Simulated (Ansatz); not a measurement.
# Where V_O puts its levels in the gap of MgO (Fm-3m)

Wanted: the transition levels of a vacancy in MgO (Fm-3m), from a cell of 54 host atoms with 1 O taken out.

Main program and level: Ansatz 0.2.0; place-levels on r2SCAN runs: charge-transition levels and formation energies with image-charge correction and potential alignment at the atomic sites; PAW set soft_1.

### 1. Starting point

The cell holds 53 atoms: 27 Mg and 26 O. Cell: a = 9.193 Å, b = 9.193 Å, c = 9.193 Å, α = 60.0°, β = 60.0°, γ = 60.0°. It derives from MgO (space group Fm-3m). Nearest the centre at fractional (0.500, 0.500, 0.500): Mg46 at 2.17 Å, Mg50 at 2.17 Å, Mg34 at 2.17 Å, Mg28 at 2.17 Å, Mg44 at 2.17 Å, Mg32 at 2.17 Å, O12 at 3.06 Å, O24 at 3.06 Å.

Screening for the image-charge correction: ε∞ = 3.24, ε0 = 10.37, from a response run on this crystal (DFPT, PBEsol) at that run's own cell.

The relaxed host is scaled by +3.0 % along all axes; the dielectric constants are those of the unstrained host.

The cell's shortest repeat is 9.2 Å.

### 2. Charge states

A transition level is the Fermi level at which two charge states cost the same, so each charge needs its own total energy, at its own relaxed structure.

Each atom starts 0.05 Å or so off its site in a random direction: a symmetric start keeps its symmetry, and would miss off-centre moves and Jahn–Teller distortions. Forces are taken at one point at (¼, ¼, ¼). The cell holds 1 electron more than the neutral one, with a uniform background that keeps it neutral on the whole. The electron count is odd, so at least one spin is unpaired; this run locks the moment at 1 μB.

The sampling was tested on the host first: at the k-points planned (1x1x1 shifted 0.25 0.25 0.25) its energy lies 0.018 eV an atom from the dense-mesh value, under the bound of 0.02 eV set for this test; that bounds the host's error, not the defect's.

One of the inputs; charge, spin and start change from state to state.

qm1_M1.relax/input.yaml reads:

```yaml
crystal:
  lattice:
    - [0.0, 6.5005802, 6.5005802]
    - [6.5005802, 0.0, 6.5005802]
    - [6.5005802, 6.5005802, 0.0]
  atoms:
    - { symbol: Mg, position: [0.0, 0.0, 0.0] }
    - { symbol: O, position: [0.16666667, 0.16666667, 0.16666667] }
[... 7 atom lines left out ...]
    - { symbol: O, position: [0.16666667, 0.5, 0.5] }
[... 1 atom line left out ...]
    - { symbol: O, position: [0.16666667, 0.5, 0.83333333] }
[... 3 atom lines left out ...]
    - { symbol: O, position: [0.16666667, 0.83333333, 0.5] }
[... 4 atom lines left out ...]
    - { symbol: Mg, position: [0.33333333, 0.0, 0.33333333] }
    - { symbol: O, position: [0.5, 0.16666667, 0.5] }
[... 1 atom line left out ...]
    - { symbol: O, position: [0.5, 0.16666667, 0.83333333] }
[... 1 atom line left out ...]
    - { symbol: O, position: [0.5, 0.5, 0.16666667] }
[... 1 atom line left out ...]
    - { symbol: Mg, position: [0.33333333, 0.33333333, 0.66666667] }
    - { symbol: O, position: [0.5, 0.5, 0.83333333] }
[... 1 atom line left out ...]
    - { symbol: O, position: [0.5, 0.83333333, 0.16666667] }
    - { symbol: Mg, position: [0.33333333, 0.66666667, 0.33333333] }
    - { symbol: O, position: [0.5, 0.83333333, 0.5] }
    - { symbol: Mg, position: [0.33333333, 0.66666667, 0.66666667] }
[... 4 atom lines left out ...]
    - { symbol: O, position: [0.83333333, 0.16666667, 0.5] }
[... 3 atom lines left out ...]
    - { symbol: O, position: [0.83333333, 0.5, 0.16666667] }
    - { symbol: Mg, position: [0.66666667, 0.33333333, 0.33333333] }
    - { symbol: O, position: [0.83333333, 0.5, 0.5] }
    - { symbol: Mg, position: [0.66666667, 0.33333333, 0.66666667] }
[... 3 atom lines left out ...]
    - { symbol: Mg, position: [0.66666667, 0.66666667, 0.33333333] }
[... 1 atom line left out ...]
    - { symbol: Mg, position: [0.66666667, 0.66666667, 0.66666667] }
    - { symbol: O, position: [0.83333333, 0.83333333, 0.83333333] }
  host:
    repeats: [3, 3, 3]
    atoms:
      - { symbol: Mg, position: [0.0, 0.0, 0.0] }
      - { symbol: O, position: [0.5, 0.5, 0.5] }
total_charge: -1
basis:
  ecutwfc: 500
  xc_grid: 2
hamiltonian:
  xc: r2scan
  pseudopotentials: { kind: paw, azcp: { folder: soft_1 } }
kpoints:
  mp_grid: { grid: [1, 1, 1], shift: [0.25, 0.25, 0.25] }
magnetization:
  spin_polarized: true
  initial_magnetization: 1
  spin_locking: { lock_magnetization: hard }
scf:
  occupations: { method: fixed }
  max_iter: 60
output:
  forces: true
  charged_corrections:
    epsilon: 3.24
    static_epsilon: 10.37
    defect_position: [0.5, 0.5, 0.5]
relax:
  f_tol: 0.02
  max_steps: 80
  random_displacement: { amplitude: 0.05, seed: 7619 }
checkpoint:
  write: "../qm1_M1.relax.run"
  compress: false
  write_wavefunctions: true
  write_every: 100000
```

Started as:

```
$ ansatz run input.yaml --threads 4 --pin off --max-ram 7536MiB --backend cpu --events-out ev --progress --plain --runs-dir out
```

Defect states can disperse in a cell of this size, so the energy is taken again at a 2×2×2 shifted mesh, on the relaxed structure.

The run of this state that the levels use, under r2SCAN:

qm1_M1.point/input.yaml reads:

```yaml
crystal:
  checkpoint: "../qm1_M1.relax.run"
  host: checkpoint
total_charge: -1
basis:
  ecutwfc: 500
  xc_grid: 2
hamiltonian:
  xc: r2scan
  pseudopotentials: { kind: paw, azcp: { folder: soft_1 } }
kpoints:
  mp_grid: { grid: [2, 2, 2], shift: [0.5, 0.5, 0.5] }
magnetization:
  spin_polarized: true
  initial_magnetization: 1
  spin_locking: { lock_magnetization: hard }
scf:
  occupations: { method: fermi_dirac, width: 0.01 }
  max_iter: 60
output:
  forces: true
  eigenvalues: true
  charged_corrections:
    epsilon: 3.24
    static_epsilon: 10.37
    defect_position: [0.5, 0.5, 0.5]
  eigenstates: { localisation: true }
  populations: true
  efg: {}
checkpoint:
  read: "../qm1_M1.relax.run"
  write: "../qm1_M1.point.run"
  compress: false
  write_wavefunctions: false
  write_every: 100000
```

Relaxations under r2SCAN at one point at (¼, ¼, ¼); times on 4 threads of Arm Neoverse V1, shared host:

```csv
charge,moment (μB),occupations,outcome,steps,largest displacement against the far atoms (Å),time
−1,1,fixed,converged,7,0.04,3.5 min
0,0,fixed,converged,5,0.04,68 s
+1,1,fixed,converged,5,0.13,2.6 min
+2,0,fixed,converged,5,0.21,70 s
```

Single points under r2SCAN at a 2×2×2 shifted mesh; times on 4 threads of Arm Neoverse V1, shared host:

```csv
charge,moment (μB),occupations,outcome,time
−1,1,fermi-dirac,converged,2.9 min
0,0,fermi-dirac,converged,74 s
+1,1,fermi-dirac,converged,2.8 min
+2,0,fermi-dirac,converged,70 s
```

Distances (Å) from the ideal centre to the nearest atoms after relaxation with r2SCAN:

```csv
charge,moment (μB),1.,2.,3.,4.,5.,6.
−1,1,Mg 2.20,Mg 2.20,Mg 2.20,Mg 2.20,Mg 2.20,Mg 2.21
0,0,Mg 2.20,Mg 2.21,Mg 2.21,Mg 2.21,Mg 2.21,Mg 2.21
+1,1,Mg 2.29,Mg 2.29,Mg 2.29,Mg 2.30,Mg 2.30,Mg 2.30
+2,0,Mg 2.38,Mg 2.38,Mg 2.38,Mg 2.38,Mg 2.38,Mg 2.38
```

### 3. place-levels, r2SCAN

A charged cell interacts with its images and the background, and its potential has another zero than the host's. place-levels removes the first by a point-charge model, screened by the static dielectric constant since the ions have relaxed around the charge, and the second by comparing potentials at atoms far from the defect.

The host is a run of the defect-free crystal in the same cutoffs, grids and k-points, so that basis and sampling errors cancel in part in the differences. The host is run in a cell of 2 atoms on a matching mesh. Its band edges are searched through the zone by a band path, so the gap is smaller than, or equal to, that on the mesh. Chemical potentials are energies per atom of O (O2 molecule), run with the same functional and cutoff.

levels.point.yaml reads:

```yaml
host:
  run: host.point.run
states: [qm1_M1.point.run, q0.point.run, qp1_M1.point.run, qp2.point.run]
geometry_from:
  qm1_M1.point.run: qm1_M1.relax.run
  q0.point.run: q0.relax.run
  qp1_M1.point.run: qp1_M1.relax.run
  qp2.point.run: qp2.relax.run
chemical_potentials:
  O:
    energy: -565.989614
    dataset: <sha256 of the dataset>
epsilon: 3.24
static_epsilon: 10.37
vertical:
  - { from: qm1_M1.point.run, to: qm1_M1.point_neutral.run }
  - { from: qp1_M1.point.run, to: qp1_M1.point_neutral.run }
  - { from: qp2.point.run, to: qp2.point_neutral.run }
```

Started as:

```
$ ansatz place-levels levels.point.yaml -- --threads 4 --pin off --max-ram 7536MiB
```

Numbers of over 12 decimals in the logs are rounded to 6 here.

Log:

```text
[... repeated set-up lines and file paths are left out, and long positions are rounded to six places ...]
(+2/+1) 1.791 eV above the valence edge, 3.032 eV under the conduction edge
(+1/0) 3.032 eV above the valence edge, 1.790 eV under the conduction edge
(0/-1) 4.865 eV above the valence edge (+6.101 eV without the band-filling correction), in the conduction band
formation energy of charge +2: +2.304 eV with the Fermi level at the valence edge
formation energy of charge +1: +4.095 eV with the Fermi level at the valence edge
formation energy of charge 0: +7.127 eV with the Fermi level at the valence edge
formation energy of charge -1: +11.992 eV with the Fermi level at the valence edge
vertical -1 to 0: no energy, since no alignment is typed
  the change from vertical[0].from (qm1_M1.point.run) to vertical[0].to (qm1_M1.point_neutral.run): by its potential at epsilon 3.24 it stands at 0.500 0.500 0.500, with an rms radius of about 4.8 Å (2.8 2.8 2.8 Å across the planes of the cell's vectors); [...]
vertical +1 to 0: no energy, since no alignment is typed
  the change from vertical[1].from (qp1_M1.point.run) to vertical[1].to (qp1_M1.point_neutral.run): by its potential at epsilon 3.24 it stands at 0.500 0.500 0.500, with an rms radius of about 1.4 Å (0.8 0.8 0.8 Å across the planes of the cell's vectors); [...]
vertical +2 to 0: no energy, since no alignment is typed
  the change from vertical[2].from (qp2.point.run) to vertical[2].to (qp2.point_neutral.run): by its potential at epsilon 3.24 it stands at 0.500 0.500 0.500, with an rms radius of about 1.6 Å (0.9 0.9 0.9 Å across the planes of the cell's vectors); [...]
  edges by r2scan, gap 4.823 eV; the host is sampled to repeats of 18.39 Å
  the defect's cells are sampled to repeats of 18.39 Å, like sampling
  charge +2: -66897.7902 eV with its correction of +0.650 eV, at epsilon 10.37, aligned at sites: -0.1648 eV, mean over 21 atomic sites at or beyond 4.60 Å from the defect at [0.5000, 0.5000, 0.5000], with -0.000000 for the charge's moments and without [...]
  charge +1: -66889.3477 eV with its correction of +0.094 eV, at epsilon 10.37, aligned at sites: -0.1511 eV, mean over 21 atomic sites at or beyond 4.60 Å from the defect at [0.5000, 0.5000, 0.5000], with +0.000000 for the charge's moments and without [...]
  charge 0: +0.000 eV for its dipole among its images, +0.000 omitted
  charge -1: -66866.9113 eV with its correction of +0.334 eV, at epsilon 10.37, aligned at sites: -0.0892 eV, mean over 21 atomic sites at or beyond 4.60 Å from the defect at [0.5000, 0.5000, 0.5000], with +0.000000 for the charge's moments and without [...]
  of states[3] (qp2.point.run): it parts from the run that its charge is read beside by 2 carriers, of which the mean alone is read, by its potential at epsilon 3.24, taken for that of held ions (one typed too small widens it): that is narrow, but one of them [...]
  of states[2] (qp1_M1.point.run): its alignment with the host at atomic sites is doubtful: the cell is too small to show whether the defect's potential has decayed: take a larger one; stability_check_not_made
  of states[1] (q0.point.run): its alignment with the host at atomic sites is doubtful: the cell is too small to show whether the defect's potential has decayed: take a larger one
  of states[0] (qm1_M1.point.run): it parts from the run at its places by a charge that spreads by about 2.8 Å along one vector (1.3 Å or more is wide), by its potential at epsilon 3.24, taken for that of held ions (one typed too small widens it), where the [...]
  of vertical[0].from (qm1_M1.point.run): its moments are held at its close (magnetization.spin_locking), by a field of 0.182 eV a Bohr magneton, and its energy and levels are of the state that this holds: a run that lets them go can end lower; [...]
  of vertical[1].from (qp1_M1.point.run): stability_check_not_made
  of vertical[2].from (qp2.point.run): it parts from the run that its charge is read beside by 2 carriers, of which the mean alone is read, by its potential at epsilon 3.24, taken for that of held ions (one typed too small widens it): that is narrow, but one [...]
```

Wall time 0.52 s (4 threads of Arm Neoverse V1, shared host).

Levels between the charges placed, in eV above the valence top:

```csv
,gap (eV),(+2/+1),(+1/0),(0/−1)
r2SCAN,4.82,1.79,3.03,4.86
```

Corrections by state:

```csv
charge,moment (μB),image terms and alignment (eV),band filling (eV),ε used,"over the lowest of its charge, as the program ranks them, band filling apart (eV)"
+2,0.0,0.650,-,10.37,0.000
+1,1.0,0.094,-,10.37,0.000
0,0.0,0.000,-,-,0.000
−1,1.0,0.334,-1.236,10.37,0.000
```

The charged structures listed were also run neutral, and place-levels reads from each pair, by the potential or the spins, how wide the charge is by which they differ; that can be the carrier of either run.

```csv
charge,rms radius (Å),spread where it is widest against the cell (Å),wide from (Å),reading
+2,1.6,0.90,1.30,narrow
+1,1.4,0.80,1.30,narrow
−1,4.8,2.76,1.30,wide
```

The neutral runs of these pairs need not share the spin of the lowest neutral state, and very wide values only mean spread over the cell.

From the program's caveats on the states, each cut to its opening words:

- charge +2: it parts from the run that its charge is read beside by 2 carriers, of which the mean alone is read, by its potential at epsilon 3.24, taken for that of held [...]
- charge +2, +1 (1 μB), 0, −1 (1 μB): its alignment with the host at atomic sites is doubtful: the cell is too small to show whether the defect's potential has decayed: take a larger one
- charge +1 (1 μB), −1 (1 μB): flagged: stability check not made
- charge −1 (1 μB): it parts from the run at its places by a charge that spreads by about 2.8 Å along one vector (1.3 Å or more is wide), by its potential at epsilon 3.24, taken [...]
- charge −1 (1 μB): a band-filling correction moves a carrier to the host's band edge, which changes its energy by -1.236 eV
- charge −1 (1 μB): the host's ions (past the first shell or, of a walk that freed a part, those that it held) aren't shown at rest: they stand up to 0.013 Å off their sites, 0.26 [...]
- charge −1 (1 μB): its moments are held at its close (magnetization.spin_locking), by a field of 0.182 eV a Bohr magneton, and its energy and levels are of the state that this [...]

The host's formation energy from the elements is -2.927 eV per atom at this strain; it sets how far the chemical potentials can move.

Limit set by the element alone; other compounds of these elements are not counted. Chemical potentials from the elements' reference states: Mg 0.00 eV, O -5.85 eV. Formation energy by charge state (Mg-rich; gap 4.82 eV):

```csv
charge,at valence top (eV),at conduction bottom (eV),correction included (eV)
+2,-3.55,6.10,0.65
+1,-1.76,3.06,0.09
0,1.27,1.27,0.00
−1,6.14,1.32,-0.90
```

| Fermi level (eV) | lowest formation energy (eV) |
| --- | --- |
| 0.00 | -3.55 |
| 0.44 | -2.67 |
| 0.88 | -1.80 |
| 1.31 | -0.92 |
| 1.75 | -0.05 |
| 2.19 | 0.43 |
| 2.63 | 0.87 |
| 3.07 | 1.27 |
| 3.51 | 1.27 |
| 3.95 | 1.27 |
| 4.38 | 1.27 |
| 4.82 | 1.27 |

Limit set by the element alone; other compounds of these elements are not counted. Chemical potentials from the elements' reference states: O 0.00 eV, Mg -5.85 eV. Formation energy by charge state (O-rich; gap 4.82 eV):

```csv
charge,at valence top (eV),at conduction bottom (eV),correction included (eV)
+2,2.30,11.95,0.65
+1,4.09,8.92,0.09
0,7.13,7.13,0.00
−1,11.99,7.17,-0.90
```

(Fermi level (eV), lowest formation energy (eV)): (0.00, 2.30), (0.44, 3.18), (0.88, 4.06), (1.31, 4.93), (1.75, 5.81), (2.19, 6.29), (2.63, 6.73), (3.07, 7.13), (3.51, 7.13), (3.95, 7.13), (4.38, 7.13), (4.82, 7.13)

### 4. The same at the relaxations' own k-points

The relaxations' own energies give the levels at their sampling, for comparison.

levels.relax_mesh.yaml reads:

```yaml
host:
  run: host.relax.run
states: [qm1_M1.relax.run, q0.relax.run, qp1_M1.relax.run, qp2.relax.run]
chemical_potentials:
  O:
    energy: -565.989614
    dataset: <sha256 of the dataset>
```

Started as:

```
$ ansatz place-levels levels.relax_mesh.yaml -- --threads 4 --pin off --max-ram 7536MiB
```

Log:

```text
(+2/+1) 1.593 eV above the valence edge, 3.211 eV under the conduction edge
(+1/0) 2.803 eV above the valence edge, 2.001 eV under the conduction edge
[...]
formation energy of charge +2: +2.311 eV with the Fermi level at the valence edge
formation energy of charge +1: +3.904 eV with the Fermi level at the valence edge
formation energy of charge 0: +6.707 eV with the Fermi level at the valence edge
formation energy of charge -1: +11.559 eV with the Fermi level at the valence edge
  edges by r2scan, gap 4.804 eV; the host is sampled to repeats of 9.19 Å
[... the lines on each state left out ...]
```

The job ended after 0.16 s (4 threads).

Levels between neighbouring charges, in eV above the valence top:

```csv
,gap (eV),(+2/+1),(+1/0),(0/−1)
"one point at (¼, ¼, ¼)",4.80,1.59,2.80,4.85
a 2×2×2 shifted mesh,4.82,1.79,3.03,4.86
```

Going from one point at (¼, ¼, ¼) to a 2×2×2 shifted mesh moves the levels that carry no band-filling term by up to 0.23 eV and formation energies against the elements by up to 0.43 eV; band-filling terms, which differ between samplings, are in these energies.

### 5. Results

| Item | Value |
| --- | --- |
| gap of the host | 4.82 eV (r2SCAN) |
| level (plus 2/plus 1) | 1.79 eV above the valence top |
| level (plus 1/0) | 3.03 eV above the valence top |
| level (0/minus 1) | 4.86 eV above the valence top, past the conduction bottom (6.10 eV above the valence top without the band-filling term) |
| lowest of the charges placed, just above the valence top (0.02 eV) | +2 |
| lowest of the charges placed, just below the conduction bottom (0.02 eV) | 0 |
| lowest formation energy at mid-gap of the charges run, Mg-rich | 0.65 eV |
| lowest formation energy at mid-gap of the charges run, O-rich | 6.51 eV |

Of the charges placed (−1, 0, +1 and +2), the lowest changes at 1.79 eV (+2/+1) and 3.03 eV (+1/0) above the valence top, in a gap of 4.82 eV. Charges above +2 were not placed, so these runs say nothing of levels that involve them. States placed: +2 at 0 μB; +1 at 1 μB; 0 at 0 μB; −1 at 1 μB. Other spin states or structures, where not listed, weren't placed. The program finds carriers beyond a band edge of the host and adds a band-filling term at charge −1 (-1.24 eV); steps to such a charge show no bound level, and a defect level inside a band would be read the same way. Going from one point at (¼, ¼, ¼) to a 2×2×2 shifted mesh moves the levels that carry no band-filling term by up to 0.23 eV and formation energies against the elements by up to 0.43 eV; band-filling terms, which differ between samplings, are in these energies. The program doubts the alignment of potentials for at least one state, a sign that the cell is small. Keep in mind: r2SCAN makes the gap too small and tends to spread out bound carriers; where a gas molecule sets a chemical potential or the host's formation energy, its binding is uncorrected; force components of up to 0.23 eV/Å remain in a run at the final settings.

[Logs are printed without paths, hosts, clocks, repeated set-up lines and the standing remarks that a program may print on its own settings, such as how far it seeks lower states.]

[Hosts, paths, dates, database ids (printed as entryN), source tags and the programs' standing remarks are cut or masked in the printed files.]

[Where a table of states has a column of steps, it counts the stored structures, which are thinned; the runs took as many ionic steps or more.]

[A defect's name tells the site on which it was built; relaxed atoms can leave that site.]

[For some hosts the program warned that the k-mesh of the response run may be too coarse for force constants and the static dielectric constant; such warnings are not shown here.]
